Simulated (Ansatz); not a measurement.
# 1T-PtSe2 bilayer (AB) in a perpendicular field, part 3 of 3

Wanted: the out-of-plane response of the 1T-PtSe2 bilayer (AB). A positive field points along +c.

Ansatz 0.2.0; plane-wave DFT, PBE-D3(BJ), Ansatz PAW (set soft_1); PAW set soft_1 (the session's first sound run).

So far. Step 7 (Single point, field -0.3 V/Å): The dipole is -0.199 e·Å, and the gap 0.650 eV. Step 8 (Response, atoms held): The induced dipole is that of a conductor 10.06 Å thick.

### 9. Varying the input: hamiltonian.dispersion = "d4"

This step: plane-wave DFT, PBE-D3(BJ), Ansatz PAW (set soft_1), but for the change named below (Ansatz 0.2.0).

A run with a changed input: it repeats the earlier run at 0.1 V/Å with hamiltonian.dispersion from d3bj to d4.

Input file input.yaml:

```yaml
crystal:
  lattice:
    - [3.7079729272, 0.0, 0.0]
    - [-1.8539864636, 3.2111987515, 0.0]
    - [0.0, 0.0, 26.2158988048]
  atoms:
    - { symbol: Se, position: [0.6666666667, 0.3333333333, 0.3433031256] }
    - { symbol: Pt, position: [0.0, 0.0, 0.3939244704] }
    - { symbol: Se, position: [0.3333333333, 0.6666666667, 0.4442387324] }
    - { symbol: Se, position: [0.0, 0.0, 0.5557612676] }
    - { symbol: Pt, position: [0.3333333333, 0.6666666667, 0.6060755296] }
    - { symbol: Se, position: [0.6666666667, 0.3333333333, 0.6566968744] }
kpoints:
  mp_grid: { grid: [12, 12, 1] }
  band_path:
    path: [[0, 0, 0], [0.5, 0, 0], [0.33333333, 0.33333333, 0], [0, 0, 0]]
    npoints: 16
hamiltonian:
  xc: pbe
  dispersion: d4
  pseudopotentials: { kind: paw, azcp: { folder: soft_1 } }
scf:
  occupations: { method: fermi_dirac, width: 0.05 }
  convergence: { dr2_threshold: 1.0e-10 }
efield:
  axis: 3
  dipole_correction: true
  ramp_position: 0.958
  ramp_width: 0.0839
  amplitude: 0.1
output:
  write_potential: true
  write_density: true
  volumetric_format: npy
```

Launch:

```bash
ansatz run input.yaml --threads 4 --pin off --max-ram 6144MiB --backend cpu --events-out ev --progress --plain --runs-dir out
```

Numbers of over 12 decimals in the logs are rounded to 6 here.

The program printed:

```text
[...]
Crystal: 6 atoms, lattice volume = 312.154 Å³
Basis set: ecut = 420 eV, 6135 PW (Γ)
Bands: 60, of which v1, the nominal top of the filled ones, is band 50 counted from 1 (49 counted from 0)
Symmetry: 6 space group operations
k-points: 19 of 144 (time reversal used)
[...]
SCF iter   1: F=—  HF=-46932.035990 eV  |F-HF|=—  |Δ(HF+E_count)|=         —  Δρ=5.05e-2  dr2=8.73e0  ethr=3.10e-3  p=0.069 e·Å  D=3.98e-2 V/Å  ΔV_dip=-1.04 eV  dr2_dipole=2.74e-4  V_vac-E_F(+/−)=5.35/4.06 eV  ⟨swp⟩=8.4  Hψ=4628  notcnv=0  defer=4
[...]
SCF iter  17: F=-46930.454988 eV  HF=-46930.454988 eV  |F-HF|=1.09e-10  |Δ(HF+E_count)|=  1.16e-10  Δρ=7.38e-8  dr2=1.83e-11  ethr=1.00e-12  p=0.066 e·Å  D=3.84e-2 V/Å  ΔV_dip=-1.01 eV  dr2_dipole=1.15e-12  V_vac-E_F(+/−)=5.45/4.12 eV  ⟨swp⟩=12.8  Hψ=3769  notcnv=0
SCF 1 converged in 17 iterations: F = -46930.454988 eV  dr2 = 1.83e-11
[...]
SCF converged after 17 iterations
Free energy (F): -46930.454988 eV
[...]
Internal energy: -46930.454828 eV  (E = F + TS)
E sigma→0 (E₀):  -46930.454908 eV
Entropy (-TS):   -0.000160 eV (-0.027 meV/atom)
Fermi energy:    2.023577 eV
Dipole field:    D = 0.038374 V/Å  (p = 0.066198 e·Å, saw-weighted, corrected)
Work function:   not extracted (applied field tilts the vacuum); planar V_es + V_field profile in the machine report
[...]
--- Band table (eV; the first three rows and the last of 19) ---
  k-point 0: bands = [... 46 lower, 1.0743, 1.2219, 1.2219, 1.3366, 4.0460, 4.0460, 4.1827, 4.1827, ... 6 higher]
  k-point 1: bands = [... 46 lower, 1.0744, 1.1111, 1.2306, 1.6244, 3.5395, 3.7144, 3.9167, 4.0860, ... 6 higher]
  k-point 2: bands = [... 46 lower, 0.9835, 0.9973, 1.1686, 1.6074, 2.7500, 3.0490, 3.6875, 3.9052, ... 6 higher]
  k-point 18: bands = [... 46 lower, 0.1195, 0.2093, 0.2357, 0.2486, 2.5641, 2.8989, 2.9515, 3.2940, ... 6 higher]
```

Wall time 28 s (4 threads of Arm Neoverse V1, shared host); peak memory 0.92 GiB.

This step gave:

```yaml
energy_at_zero_smearing: -46930.4549 eV
dipole_along_the_normal: 0.06620 e·Å
gap_along_the_path: 0.6586 eV
smallest_direct_gap_along_the_path: 1.101 eV
gap_the_smaller_of_path_and_mesh: 0.6586 eV
```

The electronic bands at the labelled points (eV, zero at the Fermi level of the run, which the smearing sets inside the gap):

| point | band 47 | band 48 | band 49 | band 50 | band 51 | band 52 | band 53 | band 54 |
| --- | --- | --- | --- | --- | --- | --- | --- | --- |
| Γ | -0.95 | -0.80 | -0.80 | -0.69 | 2.02 | 2.02 | 2.16 | 2.16 |
| halfway | -1.31 | -1.29 | -1.13 | -0.91 | 0.34 | 1.06 | 1.55 | 1.81 |
| M | -2.76 | -2.58 | -2.55 | -2.09 | 1.29 | 1.64 | 1.84 | 2.01 |
| halfway | -2.23 | -1.95 | -1.89 | -1.76 | 0.81 | 1.01 | 1.45 | 1.59 |
| K | -1.90 | -1.81 | -1.79 | -1.77 | 0.54 | 0.88 | 0.93 | 1.27 |
| halfway | -1.72 | -1.41 | -1.03 | -0.80 | 0.66 | 0.82 | 1.06 | 1.47 |
| Γ | -0.95 | -0.80 | -0.80 | -0.69 | 2.02 | 2.02 | 2.16 | 2.16 |

| quantity | this run | earlier run | difference |
| --- | --- | --- | --- |
| dipole along the normal (e·Å) | 0.06620 | 0.06620 | 0 |
| gap along the path (eV) | 0.6586 | 0.6586 | 0 |
| smallest direct gap along the path (eV) | 1.101 | 1.101 | 0 |

Nothing in the table moves by 0.01 in its unit (for the dipole 0.5 % and 5e-5 e·Å).

### 10. A changed input

Another changed input: it repeats the earlier run at 0.1 V/Å with hamiltonian.dispersion from d3bj to d3bjatm and scf.lower_state_search to off.

Edit input.yaml of step 9 so:

```diff
@@ -19,3 +19,3 @@
   xc: pbe
-  dispersion: d4
+  dispersion: d3bjatm
   pseudopotentials: { kind: paw, azcp: { folder: soft_1 } }
@@ -24,2 +24,3 @@
   convergence: { dr2_threshold: 1.0e-10 }
+  lower_state_search: "off"
 efield:
```

The program printed:

```text
[...]
Crystal: 6 atoms, lattice volume = 312.154 Å³
Basis set: ecut = 420 eV, 6135 PW (Γ)
Bands: 60, of which v1, the nominal top of the filled ones, is band 50 counted from 1 (49 counted from 0)
Symmetry: 6 space group operations
k-points: 19 of 144 (time reversal used)
[...]
SCF iter   1: F=—  HF=-46931.740790 eV  |F-HF|=—  |Δ(HF+E_count)|=         —  Δρ=5.05e-2  dr2=8.73e0  ethr=3.10e-3  p=0.069 e·Å  D=3.98e-2 V/Å  ΔV_dip=-1.04 eV  dr2_dipole=2.74e-4  V_vac-E_F(+/−)=5.35/4.06 eV  ⟨swp⟩=8.4  Hψ=4628  notcnv=0  defer=4
[...]
SCF iter  17: F=-46930.159787 eV  HF=-46930.159787 eV  |F-HF|=1.02e-10  |Δ(HF+E_count)|=  1.16e-10  Δρ=7.38e-8  dr2=1.83e-11  ethr=1.00e-12  p=0.066 e·Å  D=3.84e-2 V/Å  ΔV_dip=-1.01 eV  dr2_dipole=1.15e-12  V_vac-E_F(+/−)=5.45/4.12 eV  ⟨swp⟩=12.8  Hψ=3769  notcnv=0
SCF 1 converged in 17 iterations: F = -46930.159787 eV  dr2 = 1.83e-11
[...]
SCF converged after 17 iterations
Free energy (F): -46930.159787 eV
[...]
Internal energy: -46930.159628 eV  (E = F + TS)
E sigma→0 (E₀):  -46930.159708 eV
Entropy (-TS):   -0.000160 eV (-0.027 meV/atom)
Fermi energy:    2.023577 eV
Dipole field:    D = 0.038374 V/Å  (p = 0.066198 e·Å, saw-weighted, corrected)
Work function:   not extracted (applied field tilts the vacuum); planar V_es + V_field profile in the machine report
[...]
--- Band table (eV; the first three rows and the last of 19) ---
  k-point 0: bands = [... 46 lower, 1.0743, 1.2219, 1.2219, 1.3366, 4.0460, 4.0460, 4.1827, 4.1827, ... 6 higher]
  k-point 1: bands = [... 46 lower, 1.0744, 1.1111, 1.2306, 1.6244, 3.5395, 3.7144, 3.9167, 4.0860, ... 6 higher]
  k-point 2: bands = [... 46 lower, 0.9835, 0.9973, 1.1686, 1.6074, 2.7500, 3.0490, 3.6875, 3.9052, ... 6 higher]
  k-point 18: bands = [... 46 lower, 0.1195, 0.2093, 0.2357, 0.2486, 2.5641, 2.8989, 2.9515, 3.2940, ... 6 higher]
```

Wall time 28 s (4 threads); peak memory 0.92 GiB.

Numbers from this step:

```yaml
energy_at_zero_smearing: -46930.1597 eV
```

Electronic bands along the path, in eV, zero at the Fermi level of the run, which the smearing sets inside the gap:

(Unchanged from step 9.)

| quantity | this run | earlier run | difference |
| --- | --- | --- | --- |
| dipole along the normal (e·Å) | 0.06620 | 0.06620 | 0 |
| gap along the path (eV) | 0.6586 | 0.6586 | 0 |
| smallest direct gap along the path (eV) | 1.101 | 1.101 | 0 |

Nothing in the table moves by 0.01 in its unit (for the dipole 0.5 % and 5e-5 e·Å).

### 11. Outcome

```json
{"gap without field": "0.660 eV", "ionisation energy, upper face": "5.13 eV", "electron affinity, upper face": "4.47 eV", "equivalent conductor thickness, atoms held": "10.1 Å"}
```

What this shows: The induced dipole equals that of a perfect conductor 10.06 Å thick, while the outer atoms lie 8.22 Å apart; an out-of-plane ε follows only once a thickness t is chosen, by 1 − 1/ε = 10.06 Å / t. The gap goes from 0.66 eV to 0.63 eV at 0.5 V/Å. Semilocal functionals give gaps that are too small, and excitons are not included. Spin-orbit coupling is left out, which matters for the bands of elements this heavy.

[Logs are printed without paths, hosts, clocks, repeated set-up lines and the standing remarks that a program may print on its own settings, such as how far it seeks lower states.]

[Hosts, paths, dates, database ids (printed as entryN), source tags and the programs' standing remarks are cut or masked in the printed files.]

[Maps of the electrostatic potential energy from Ansatz leave out the sawtooth potential of an applied field or a dipole correction, so their vacuum need not be flat; planar profiles and work functions include it.]
